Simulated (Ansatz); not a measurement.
**Quasiparticle gap of ZnSeO3 (Pnma)**

Wanted: the gap of ZnSeO3 (Pnma) with a many-body correction, and the time that it takes.

Program: Ansatz 0.2.0. Level of theory: r2SCAN, then G0W0 on it, plane waves, PAW. Results are calculated unless marked as measured.

## (1) The starting structure

It takes space group Pnma (No. 62, orthorhombic). Conventional cell: a = 6.004 Å, b = 7.810 Å, c = 5.136 Å, α = 90.00°, β = 90.00°, γ = 90.00°. Zn has 6 O at 2.03 to 2.34 Å nearest. Nearest to Se lie 3 O at 1.72 to 1.73 Å. O has 1 Se at 1.73 Å and 2 Zn at 2.03 to 2.34 Å nearest. O has 1 Se at 1.72 Å and 2 Zn at 2.21 Å nearest. Farther neighbours and most contacts between anions are not listed.

The cell is the Materials Project's (PBE, PBE+U or r2SCAN) relaxed one; the ions were relaxed with r2SCAN. The default PAW set here is soft_2. Its files were made with PBE.

## (2) Bands along the symmetry lines

Levels along a band path and on the mesh show where this functional puts the band edges.

This step: DFT, r2SCAN, plane waves, PAW.

input.yaml

```yaml
crystal:
  lattice:
    - [6.004009, 0.0, 0.0]
    - [0.0, 7.810489, 0.0]
    - [0.0, 0.0, 5.135797]
  atoms:
    - { symbol: Zn, position: [0.0, 0.5, 0.5] }
    - { symbol: Zn, position: [0.5, 0.5, 0.0] }
    - { symbol: Zn, position: [0.5, 0.0, 0.0] }
    - { symbol: Zn, position: [0.0, 0.0, 0.5] }
    - { symbol: Se, position: [0.9617710496, 0.75, 0.0127346654] }
    - { symbol: Se, position: [0.5382289504, 0.25, 0.5127346654] }
    - { symbol: Se, position: [0.4617710496, 0.75, 0.4872653346] }
    - { symbol: Se, position: [0.0382289504, 0.25, 0.9872653346] }
    - { symbol: O, position: [0.1956463275, 0.4206104718, 0.875477039] }
    - { symbol: O, position: [0.3043536725, 0.5793895282, 0.375477039] }
    - { symbol: O, position: [0.6956463275, 0.0793895282, 0.624522961] }
    - { symbol: O, position: [0.8043536725, 0.9206104718, 0.124522961] }
    - { symbol: O, position: [0.8043536725, 0.5793895282, 0.124522961] }
    - { symbol: O, position: [0.6956463275, 0.4206104718, 0.624522961] }
    - { symbol: O, position: [0.3043536725, 0.9206104718, 0.375477039] }
    - { symbol: O, position: [0.1956463275, 0.0793895282, 0.875477039] }
    - { symbol: O, position: [0.0773988991, 0.25, 0.3192540354] }
    - { symbol: O, position: [0.4226011009, 0.75, 0.8192540354] }
    - { symbol: O, position: [0.5773988991, 0.25, 0.1807459646] }
    - { symbol: O, position: [0.9226011009, 0.75, 0.6807459646] }
kpoints:
  mp_grid: { grid: [4, 4, 4] }
  band_path:
    path:
      - [[0.0, 0.0, 0.0], [0.5, 0.0, 0.0], [0.5, 0.5, 0.0], [0.0, 0.5, 0.0], [0.0, 0.0, 0.0], [0.0, 0.0, 0.5], [0.5, 0.0, 0.5], [0.5, 0.5, 0.5], [0.0, 0.5, 0.5], [0.0, 0.0, 0.5]]
      - [[0.5, 0.0, 0.0], [0.5, 0.0, 0.5]]
      - [[0.0, 0.5, 0.0], [0.0, 0.5, 0.5]]
      - [[0.5, 0.5, 0.0], [0.5, 0.5, 0.5]]
    npoints: 10
hamiltonian:
  xc: r2scan
scf:
  occupations: { method: fermi_dirac, width: 0.02 }
  n_extra_bands: 10
output:
  eigenvalues: true
```

On the command line:

```
> ansatz run input.yaml --threads 16 --pin off --max-ram 82944MiB --backend cuda --events-out ev --progress --plain --runs-dir out --devices 1 --max-vram 78GiB
```

Numbers of over 12 decimals in the logs are rounded to 6 here.

The log of the run:

```text
scf.n_extra_bands = 10 over 92 filled bands (N_el = 184.0): the run solves 102 bands
GPUs: using 1 of 1 available (devices: 1).
Engine: ansatz 0.2.0, aarch64-unknown-linux-gnu
Pseudopotentials: kind: paw
Pseudopotential: Zn, paw, valence charge 12, recommended cutoff 500 eV (meta_gga), Zn.paw.azcp
Pseudopotential: Se, paw, valence charge 16, recommended cutoff 500 eV (meta_gga), Se.paw.azcp
Pseudopotential: O, paw, valence charge 6, recommended cutoff 500 eV (meta_gga), O.paw.azcp
Functional definition: r2SCAN
  parameter k0 = 0.174
  parameter k1 = 0.065
  parameter a1 = 4.9479
  exchange = r2scan_x(k0 = k0, k1 = k1, a1 = a1)
  correlation = r2scan_c
concurrent solve slots: 14 of 16 are kept, ahead of what memory takes: no pass of the eigensolver takes more rounds on 14
device memory: the entry about to start is reckoned to put 13.2 GiB on a device that reports 109.1 GiB free (of which the cap on the GPU budget leaves the run 78.0 GiB)
GPU FFT provider: cuFFT
GPU libraries: cuBLAS 13.8.1, cuFFT 12.4.0, cuSOLVER 12.3.2
GPU matrix products: emulated (plane waves: as basis.precision tells), large ones in fixed point in workspaces of 1.00 GiB
Crystal: 20 atoms, lattice volume = 240.839 Å³
Basis set: ecut = 500 eV, 6087 PW (Γ), exchange–correlation on 180×240×160 points (64 copies of the dense FFT grid, shifted against one another)
Bands: 102, of which v1, the nominal top of the filled ones, is band 92 counted from 1 (91 counted from 0)
Symmetry: 8 space group operations
Space group: Pnma (ITA 62), of the structure as read, at distance tolerance 6.2e-5 Å
k-points: 27 of 64
Non-local potential: Zn, projectors of the file, l = 0: 2, l = 1: 2, l = 2: 3, l = 3: 1
Non-local potential: Se, projectors of the file, l = 0: 2, l = 1: 2, l = 2: 3, l = 3: 1
Non-local potential: O, projectors of the file, l = 0: 2, l = 1: 2, l = 2: 1
PAW form: soft (Blöchl's): semilocal exchange-correlation on the pseudo side does not see the compensation charge
PAW frozen core: Zn, regenerated for the run's functional (the file was generated under x = pbe(κ = 0.804, μ = 0.219515), c = pbe(β = 0.066725))
PAW frozen core: Se, regenerated for the run's functional (the file was generated under x = pbe(κ = 0.804, μ = 0.219515), c = pbe(β = 0.066725))
PAW frozen core: O, regenerated for the run's functional (the file was generated under x = pbe(κ = 0.804, μ = 0.219515), c = pbe(β = 0.066725))
PAW one-centre angular grid: Zn, 590 points (default); XC on 261 of its mesh's 2673 points in the sphere
PAW one-centre angular grid: Se, 590 points (default); XC on 160 Gauss nodes
PAW one-centre angular grid: O, 302 points (default); XC on 160 Gauss nodes
Initial density: superposition of atomic densities (neutral atoms: chi_scale 0, normalization atom), corrected by the library's trained network
Initial wavefunctions: pseudopotential atomic-orbital guess
GPU buffer pool allocated for 108000 grid points (all kernels)
GPU transforms: local potential and band sums: pruned to the plane-wave sphere, on 45×60×40
Functional: x = r2scan, c = r2scan; τ floored in thin density (d = 2e-4 eV/Å³)
SCF iter   1: F=—  HF=-42029.671682 eV  |F-HF|=—  |Δ(HF+E_count)|=         —  Δρ=1.46e-2  dr2=2.82e-1  dr2_τ=8.41e-1  ethr=1.77e-3  ⟨swp⟩=5.7  Hψ=11036  notcnv=0
preconditioner: auto → Resta (q_TF=auto, 2.609 Å⁻¹)  ε∞=6.3  [insulator: Δε(μ)=4.171 eV  Ē_g=12.508 eV  σ=0.020 eV  W_gap=1.00  n_scr=70 (ndim 8)  ℏωp=28.7 eV  f_vac=0.002  D(μ)=0.00/eV (n_scr^D=0)  ε∞_Penn≈6.3]
SCF iter   2: F=—  HF=-42029.826198 eV  |F-HF|=—  |Δ(HF+E_count)|=   1.55e-1  Δρ=5.32e-3  dr2=3.70e-2  dr2_τ=3.57e-3  ethr=1.53e-4  ⟨swp⟩=2.4  Hψ=5357  notcnv=0  defer=86
SCF iter   3: F=—  HF=-42029.826096 eV  |F-HF|=—  |Δ(HF+E_count)|=   1.02e-4  Δρ=3.73e-3  dr2=1.53e-2  dr2_τ=6.78e-4  ethr=2.01e-5  ⟨swp⟩=2.0  Hψ=4364  notcnv=0  defer=86
SCF iter   4: F=—  HF=-42029.825595 eV  |F-HF|=—  |Δ(HF+E_count)|=   5.01e-4  Δρ=5.07e-4  dr2=6.71e-4  dr2_τ=1.36e-4  ethr=8.31e-6  ⟨swp⟩=2.0  Hψ=4093  notcnv=0  defer=86
SCF iter   5: F=—  HF=-42029.825795 eV  |F-HF|=—  |Δ(HF+E_count)|=   2.01e-4  Δρ=2.45e-4  dr2=1.23e-4  dr2_τ=1.20e-5  ethr=3.65e-7  ⟨swp⟩=2.0  Hψ=4575  notcnv=0  defer=86
SCF iter   6: F=—  HF=-42029.825390 eV  |F-HF|=—  |Δ(HF+E_count)|=   4.05e-4  Δρ=1.03e-4  dr2=2.88e-5  dr2_τ=2.67e-6  ethr=6.68e-8  ⟨swp⟩=2.1  Hψ=4553  notcnv=0  defer=86
SCF iter   7: F=—  HF=-42029.825666 eV  |F-HF|=—  |Δ(HF+E_count)|=   2.76e-4  Δρ=3.54e-5  dr2=2.86e-6  dr2_τ=3.10e-7  ethr=1.56e-8  ⟨swp⟩=2.0  Hψ=5152  notcnv=0  defer=86
SCF iter   8: F=—  HF=-42029.825667 eV  |F-HF|=—  |Δ(HF+E_count)|=   7.69e-7  Δρ=1.49e-5  dr2=5.41e-7  dr2_τ=5.27e-8  ethr=1.55e-9  ⟨swp⟩=2.0  Hψ=4590  notcnv=0  defer=86
SCF iter   9: F=-42029.825667 eV  HF=-42029.825667 eV  |F-HF|=3.59e-8  |Δ(HF+E_count)|=   4.24e-8  Δρ=5.78e-6  dr2=7.71e-8  dr2_τ=7.08e-9  ethr=5.43e-11  ⟨swp⟩=5.5  Hψ=9957  notcnv=0
SCF 1 converged in 9 iterations: F = -42029.825667 eV  dr2 = 7.71e-8
  greatest PAW one-centre occupation: 1.000 electrons in one spin orbital (limit 2), on the Se atom at site 7 (counted from 0), in its partial waves of l = 2
device memory: the entry about to start is reckoned to put 31.2 GiB on a device that reports 109.1 GiB free (of which the cap on the GPU budget leaves the run 78.0 GiB)
NSCF: frozen V_eff on 124 k-points, pencils in batches of 32, up to order 452
SCF converged after 9 iterations
Free energy (F): -42029.825667 eV
Harris-Foulkes:  -42029.825667 eV  (|F-HF|=3.59e-8)
Internal energy: -42029.825667 eV  (E = F + TS)
E sigma→0 (E₀):  -42029.825667 eV
Fermi energy:    9.095683 eV
--- Per-component energies (eV) ---
  E_band       = -1668.488579
  E_kinetic    = 3091.854074
  E_local      = -19954.653361  (includes V_loc(G=0)·N_el)
  E_nonlocal   = 723.523718
  E_hartree    = 8792.099963
  E_xc         = -1752.038227
  E_vxc        = -1886.153107  (∫ρ·V_xc dr)
  E_paw        = -17068.900500  (= ΣΔE_a)
  E_vpaw       = -1342.565003  (= ΣTr[D̂ρ^β])
  E_aug_tail   = 0.010851  (compensation charges beyond the density's cutoff)
  E_vtau       = 115.288171  (kinetic-family band-sum trace: ∫τ·v_τ [+ j·A + Jᵃ·Aᵃ] dr)
  E_ewald      = -15853.549339
  E_core_change = -8.172847  (= ΣΔE_core)
  E_smearing   = -0.000000  (= −TS)
  E_closure    = 0.000000  (closes the sum)
  Σ components = -42029.825667   (vs F -42029.825667, Δ=0.00e0)
--- Band table (eV; the first three rows and the last of 27) ---
  k-point 0: bands = [... 88 lower, 6.2792, 6.4207, 6.7064, 6.8747, 11.4044, 12.0748, 12.1104, 12.7505, ... 6 higher]
  k-point 1: bands = [... 88 lower, 6.4037, 6.5218, 6.6173, 6.8460, 11.7060, 11.8128, 12.0069, 12.1652, ... 6 higher]
  k-point 2: bands = [... 88 lower, 6.3487, 6.3487, 6.7232, 6.7232, 11.6131, 11.6131, 12.0482, 12.0482, ... 6 higher]
  k-point 26: bands = [... 88 lower, 6.8156, 6.8156, 6.8156, 6.8156, 12.0078, 12.0078, 12.0078, 12.0078, ... 6 higher]
```

Elapsed: 3.1 s, on 1 × NVIDIA GB200 (shared by 2 runs) with 16 threads of Arm Neoverse V2, shared host; peak memory 1.5 GiB.

This step gave:

* filled bands: 92
* gap: 4.157 eV
* valence top at: Y
* conduction bottom at: k = (0.250, 0.000, 0.000)
* least direct gap: 4.381 eV

Over mesh and path the gap is 4.157 eV, from k = (0.000, 0.500, 0.000) to k = (0.250, 0.000, 0.000). The least direct gap found is 4.381 eV, at k = (0.200, 0.000, 0.000).

The electronic bands at the labelled points (eV, zero at the top of the highest nominally filled band):

```csv
point,band 89,band 90,band 91,band 92,band 93,band 94,band 95,band 96
Γ,-0.74,-0.60,-0.31,-0.14,4.39,5.06,5.09,5.73
halfway,-0.62,-0.59,-0.44,-0.24,4.16,5.15,5.31,5.61
X,-0.57,-0.57,-0.46,-0.46,4.47,4.47,5.56,5.56
halfway,-0.37,-0.37,-0.31,-0.31,4.70,4.70,5.43,5.43
S,-0.23,-0.23,-0.23,-0.23,5.14,5.14,5.14,5.14
halfway,-0.37,-0.37,-0.06,-0.06,4.66,4.66,5.61,5.61
Y,-0.36,-0.36,0.00,0.00,4.50,4.50,5.71,5.71
halfway,-0.48,-0.48,-0.12,-0.07,4.36,4.84,5.43,5.73
Γ,-0.74,-0.60,-0.31,-0.14,4.39,5.06,5.09,5.73
halfway,-0.61,-0.50,-0.40,-0.17,4.69,4.80,4.99,5.15
Z,-0.67,-0.67,-0.29,-0.29,4.60,4.60,5.03,5.03
halfway,-0.46,-0.46,-0.29,-0.29,4.84,4.84,4.88,4.88
U,-0.45,-0.45,-0.17,-0.17,4.79,4.79,5.09,5.09
halfway,-0.32,-0.32,-0.17,-0.17,4.88,4.88,5.05,5.05
R,-0.20,-0.20,-0.20,-0.20,4.99,4.99,4.99,4.99
halfway,-0.30,-0.30,-0.26,-0.26,4.45,4.45,5.03,5.03
T,-0.40,-0.40,-0.39,-0.39,4.20,4.20,5.02,5.02
halfway,-0.54,-0.54,-0.31,-0.31,4.38,4.38,5.03,5.03
Z,-0.67,-0.67,-0.29,-0.29,4.60,4.60,5.03,5.03
jump to X,-0.57,-0.57,-0.46,-0.46,4.47,4.47,5.56,5.56
halfway,-0.57,-0.57,-0.27,-0.27,4.61,4.61,5.58,5.58
U,-0.45,-0.45,-0.17,-0.17,4.79,4.79,5.09,5.09
jump to Y,-0.36,-0.36,0.00,0.00,4.50,4.50,5.71,5.71
halfway,-0.45,-0.45,-0.12,-0.12,4.33,4.33,5.30,5.30
T,-0.40,-0.40,-0.39,-0.39,4.20,4.20,5.02,5.02
jump to S,-0.23,-0.23,-0.23,-0.23,5.14,5.14,5.14,5.14
```

## (3) The quasiparticle correction

G0W0 replaces the xc potential by a self-energy built once from the orbitals of the start. Levels are corrected in the window of bands that the input names, at points of the mesh.

This step: G0W0 on r2SCAN, plane waves, PAW.

Edit input.yaml of step 2 so:

```diff
@@ -27,16 +27,13 @@
 kpoints:
-  mp_grid: { grid: [4, 4, 4] }
-  band_path:
-    path:
-      - [[0.0, 0.0, 0.0], [0.5, 0.0, 0.0], [0.5, 0.5, 0.0], [0.0, 0.5, 0.0], [0.0, 0.0, 0.0], [0.0, 0.0, 0.5], [0.5, 0.0, 0.5], [0.5, 0.5, 0.5], [0.0, 0.5, 0.5], [0.0, 0.0, 0.5]]
-      - [[0.5, 0.0, 0.0], [0.5, 0.0, 0.5]]
-      - [[0.0, 0.5, 0.0], [0.0, 0.5, 0.5]]
-      - [[0.5, 0.5, 0.0], [0.5, 0.5, 0.5]]
-    npoints: 10
+  mp_grid: { grid: [4, 2, 4] }
 hamiltonian:
   xc: r2scan
+  pseudopotentials: { kind: paw, source: ansatz }
 scf:
-  occupations: { method: fermi_dirac, width: 0.02 }
-  n_extra_bands: 10
-output:
-  eigenvalues: true
+  occupations: { method: fixed }
+gw:
+  n_empty_bands: 1546
+  ecut_chi: 200.0
+  qp_bands: [v4, c4]
+  qp_kpoints: band_edges
+  screening: { model: contour_deformation }
```

The log of the run:

```text
GPUs: using 1 of 1 available (devices: 1).
[...]
Crystal: 20 atoms, lattice volume = 240.839 Å³
Basis set: ecut = 1050 eV, 18633 PW (Γ), exchange–correlation on 320×432×288 points (64 copies of the dense FFT grid, shifted against one another)
Bands: 130, of which v1, the nominal top of the filled ones, is band 108 counted from 1 (107 counted from 0)
Symmetry: 8 space group operations
[...]
k-points: 18 of 32
[...]
SCF iter   1: F=—  HF=-58706.090532 eV  |F-HF|=—  |Δ(HF+E_count)|=         —  Δρ=1.76e-1  dr2=5.70e1  dr2_τ=3.47e0  ethr=3.10e-3  ⟨swp⟩=4.6  Hψ=7292  notcnv=0  defer=346
[...]
SCF iter   6: F=—  HF=-58686.018945 eV  |F-HF|=—  |Δ(HF+E_count)|=   3.11e-3  Δρ=9.12e-4  dr2=1.24e-3  dr2_τ=1.90e-4  ethr=5.86e-6  ⟨swp⟩=2.1  Hψ=3428  notcnv=0  defer=354
[...]
SCF iter   8: F=—  HF=-58686.018907 eV  |F-HF|=—  |Δ(HF+E_count)|=   1.04e-5  Δρ=1.36e-4  dr2=3.46e-5  dr2_τ=2.05e-5  ethr=4.62e-8  ⟨swp⟩=2.0  Hψ=3374  notcnv=0  defer=274
SCF iter   9: F=—  HF=-58686.018900 eV  |F-HF|=—  |Δ(HF+E_count)|=   6.44e-6  Δρ=2.43e-5  dr2=8.75e-7  dr2_τ=1.72e-7  ethr=1.60e-8  ⟨swp⟩=2.0  Hψ=3280  notcnv=0  defer=274
[...]
SCF 1 converged in 10 iterations: F = -58686.018901 eV  dr2 = 5.41e-8
[...]
SCF converged after 10 iterations
[...]
10   112     13.3314   -11.8970    -4.1740   -16.9380  0.8096    14.2053    14.1984  root
    11   105      7.7370   -26.2987     3.3951   -22.0559  0.7773     6.8811     6.8893  root
    11   106      7.7370   -26.2987     3.3951   -22.0559  0.7773     6.8811     6.8893  root
    11   107      7.7847   -27.1555     3.8416   -22.5185  0.7702     6.9817     6.9893  root
    11   108      7.7847   -27.1555     3.8416   -22.5185  0.7702     6.9817     6.9893  root
    11   109     12.4998   -10.9894    -4.0569   -15.8018  0.8199    13.2599    13.2553  root
    11   110     12.4998   -10.9894    -4.0569   -15.8018  0.8199    13.2599    13.2553  root
    11   111     13.0752   -12.2477    -3.9461   -17.0518  0.8092    13.9397    13.9333  root
    11   112     13.0752   -12.2477    -3.9461   -17.0518  0.8092    13.9397    13.9333  root
    12   105      7.4743   -25.7380     3.3869   -21.5169  0.7746     6.6316     6.6400  root
    12   106      7.4743   -25.7380     3.3869   -21.5169  0.7746     6.6316     6.6400  root
    12   107      7.5778   -25.2307     3.2827   -21.1083  0.7767     6.7298     6.7381  root
    12   108      7.5778   -25.2307     3.2827   -21.1083  0.7767     6.7298     6.7381  root
    12   109     12.5257   -11.5390    -4.0286   -16.3242  0.8207    13.2867    13.2823  root
    12   110     12.5257   -11.5390    -4.0286   -16.3242  0.8207    13.2867    13.2823  root
    12   111     13.6077   -10.8945    -4.5039   -16.2690  0.8112    14.4860    14.4783  root
    12   112     13.6077   -10.8945    -4.5039   -16.2690  0.8112    14.4860    14.4783  root
    13   105      7.4668   -24.6370     3.2693   -20.5431  0.7744     6.6339     6.6422  root
    13   106      7.4668   -24.6370     3.2693   -20.5431  0.7744     6.6339     6.6422  root
    13   107      7.7666   -26.6081     3.5780   -22.2000  0.7744     6.9285     6.9365  root
    13   108      7.7666   -26.6081     3.5780   -22.2000  0.7744     6.9285     6.9365  root
    13   109     12.6595   -12.1066    -3.9278   -16.8298  0.8159    13.4599    13.4549  root
    13   110     12.6595   -12.1066    -3.9278   -16.8298  0.8159    13.4599    13.4549  root
    13   111     13.6249   -11.4031    -4.4366   -16.7235  0.8087    14.5166    14.5087  root
    13   112     13.6249   -11.4031    -4.4366   -16.7235  0.8087    14.5166    14.5087  root
    14   105      7.5928   -24.5723     3.2813   -20.5022  0.7733     6.7965     6.8040  root
    14   106      7.5928   -24.5723     3.2813   -20.5022  0.7733     6.7965     6.8040  root
    14   107      7.8675   -27.3826     3.7405   -22.8198  0.7735     7.0374     7.0452  root
    14   108      7.8675   -27.3826     3.7405   -22.8198  0.7735     7.0374     7.0452  root
    14   109     12.8394   -12.7799    -3.7714   -17.3859  0.8097    13.6797    13.6740  root
    14   110     12.8394   -12.7799    -3.7714   -17.3859  0.8097    13.6797    13.6740  root
    14   111     13.1363   -11.2620    -4.0395   -16.1272  0.8138    13.9679    13.9620  root
    14   112     13.1363   -11.2620    -4.0395   -16.1272  0.8138    13.9679    13.9620  root
    15   105      7.8095   -27.1066     3.5834   -22.7024  0.7753     6.9812     6.9888  root
    15   106      7.8095   -27.1066     3.5834   -22.7024  0.7753     6.9812     6.9888  root
    15   107      7.8095   -27.1066     3.5834   -22.7024  0.7753     6.9812     6.9888  root
    15   108      7.8095   -27.1066     3.5834   -22.7024  0.7753     6.9812     6.9888  root
    15   109     13.1895   -11.4733    -4.2679   -16.5684  0.8148    14.0226    14.0166  root
    15   110     13.1895   -11.4733    -4.2679   -16.5684  0.8148    14.0226    14.0166  root
    15   111     13.1895   -11.4733    -4.2679   -16.5684  0.8148    14.0226    14.0166  root
[...]
16   109     13.2386   -12.1872    -4.1217   -17.1654  0.8103    14.1015    14.0950  root
    16   110     13.2386   -12.1872    -4.1217   -17.1654  0.8103    14.1015    14.0950  root
    16   111     13.2386   -12.1872    -4.1217   -17.1654  0.8103    14.1015    14.0950  root
    16   112     13.2386   -12.1872    -4.1217   -17.1654  0.8103    14.1015    14.0950  root
    17   105      7.8386   -26.7962     3.6241   -22.3636  0.7736     7.0225     7.0301  root
    17   106      7.8386   -26.7962     3.6241   -22.3636  0.7736     7.0225     7.0301  root
    17   107      7.8386   -26.7962     3.6241   -22.3636  0.7736     7.0225     7.0301  root
    17   108      7.8386   -26.7962     3.6241   -22.3636  0.7736     7.0225     7.0301  root
    17   109     13.0380   -11.7900    -3.9685   -16.5822  0.8124    13.8676    13.8617  root
    17   110     13.0380   -11.7900    -3.9685   -16.5822  0.8124    13.8676    13.8617  root
    17   111     13.0380   -11.7900    -3.9685   -16.5822  0.8124    13.8676    13.8617  root
    17   112     13.0380   -11.7900    -3.9685   -16.5822  0.8124    13.8676    13.8617  root
```

Run time: 6.8 min. Hardware: 1 × NVIDIA GB200 (shared by 2 runs) with 16 threads; peak memory 21 GiB; 17 min of CPU time.

Numbers from this step:

```yaml
bands_summed: 1654
rpa_eps_infinity_on_this_mesh_eigenvalues: 3.512, 3.856, 4.009
plane_waves_in_the_screening_matrix: 1541
q_points_in_the_mesh: 32
g0w0_gap_over_the_corrected_points: 5.692 eV
k_of_the_valence_top: 0, -0.5, 0
k_of_the_conduction_bottom: 0.25, 0, 0
starting_gap_on_the_mesh: 4.173 eV
z_at_the_valence_top: 0.7823
z_at_the_conduction_bottom: 0.8263
least_direct_g0w0_gap_over_the_corrected_points: 5.967 eV
```

Over all 18 irreducible mesh points the G0W0 gap is 5.692 eV, from k = (0.000, -0.500, 0.000) to k = (0.250, 0.000, 0.000). The r2SCAN gap of this run on the mesh is 4.173 eV. The two states that bound the G0W0 gap lie that far apart at the start, so the correction of the gap is 5.692 − 4.173 = +1.519 eV. The start of this run differs from the step before in mesh (4×4×4 and 4×2×4), files (soft_2 PAW and hard PAW) and plane-wave cutoff (500 eV and 1050 eV).

Labels follow the order of the start: v1 is the top filled band, c1 the lowest empty one; levels that stay degenerate share a row, the window can cut a multiplet, doubted levels are not marked in this list, bands outside the window were not corrected, and the list may be a part of the corrected levels. Levels before and after the correction, in eV, zero at the valence-band top of each column:

```csv
,conduction bottom,valence top
Kohn-Sham,4.17,0.00
G0W0,5.69,0.00
```

```csv
,level,occupation,energy (eV)
Kohn-Sham,(0 -0.5 0) v3,2,-0.351
Kohn-Sham,(0 -0.5 0) v2-v1,2,0.000
Kohn-Sham,(0 -0.5 0) c1-c2,0,4.518
Kohn-Sham,(0 -0.5 0) c3,0,5.716
Kohn-Sham,(0.25 0 0) v3,2,-0.585
Kohn-Sham,(0.25 0 0) v2,2,-0.442
Kohn-Sham,(0.25 0 0) v1,2,-0.236
Kohn-Sham,(0.25 0 0) c1,0,4.173
Kohn-Sham,(0.25 0 0) c2,0,5.169
Kohn-Sham,(0.25 0 0) c3,0,5.327
G0W0,(0 -0.5 0) v3,2,-0.334
G0W0,(0 -0.5 0) v2-v1,2,0.000
G0W0,(0 -0.5 0) c1-c2,0,6.118
G0W0,(0 -0.5 0) c3,0,7.430
G0W0,(0.25 0 0) v3,2,-0.518
G0W0,(0.25 0 0) v2,2,-0.451
G0W0,(0.25 0 0) v1,2,-0.275
G0W0,(0.25 0 0) c1,0,5.692
G0W0,(0.25 0 0) c2,0,6.836
G0W0,(0.25 0 0) c3,0,7.038
```

The parts of the quasiparticle energy for the two states that bound the G0W0 gap, in eV on the run's own scale (QP = start + Σx + Σc − Vxc, with Σc at the quasiparticle energy):

```csv
edge,k,band,start,Σx,Σc,Vxc,Z,QP
valence top,"(0.000, -0.500, 0.000)",107,8.037,−25.523,2.990,−21.706,0.782,7.210
conduction bottom,"(0.250, 0.000, 0.000)",109,12.210,−10.950,−4.040,−15.683,0.826,12.902
```

[end of part 1 of 2]

[Paths, hosts, dates, memory and timing lines, banners, echoed tables and standing remarks are left out of the program output.]

[Logs are printed without paths, hosts, clocks, repeated set-up lines and the standing remarks that a program may print on its own settings, such as how far it seeks lower states.]

[Runs of the session that timed out or met a known fault of the program may be left out.]

[Cells called generated may have been cut or substituted from an entry of the Crystallography Open Database or the Materials Project.]

[Hosts, paths, dates, database ids (printed as entryN), source tags and the programs' standing remarks are cut or masked in the printed files.]

[Where an RPA ε∞ is given, it is that of the G0W0 mesh and is not shown converged in it. Names of k-points follow the symmetry that the program found, which can be lower than the space group named. Band edges on a path are those of the sampled points; other points can move an edge, and change direct to indirect where valleys lie close.]

[Hybrid gaps are those of their k-mesh and are not shown converged in it.]
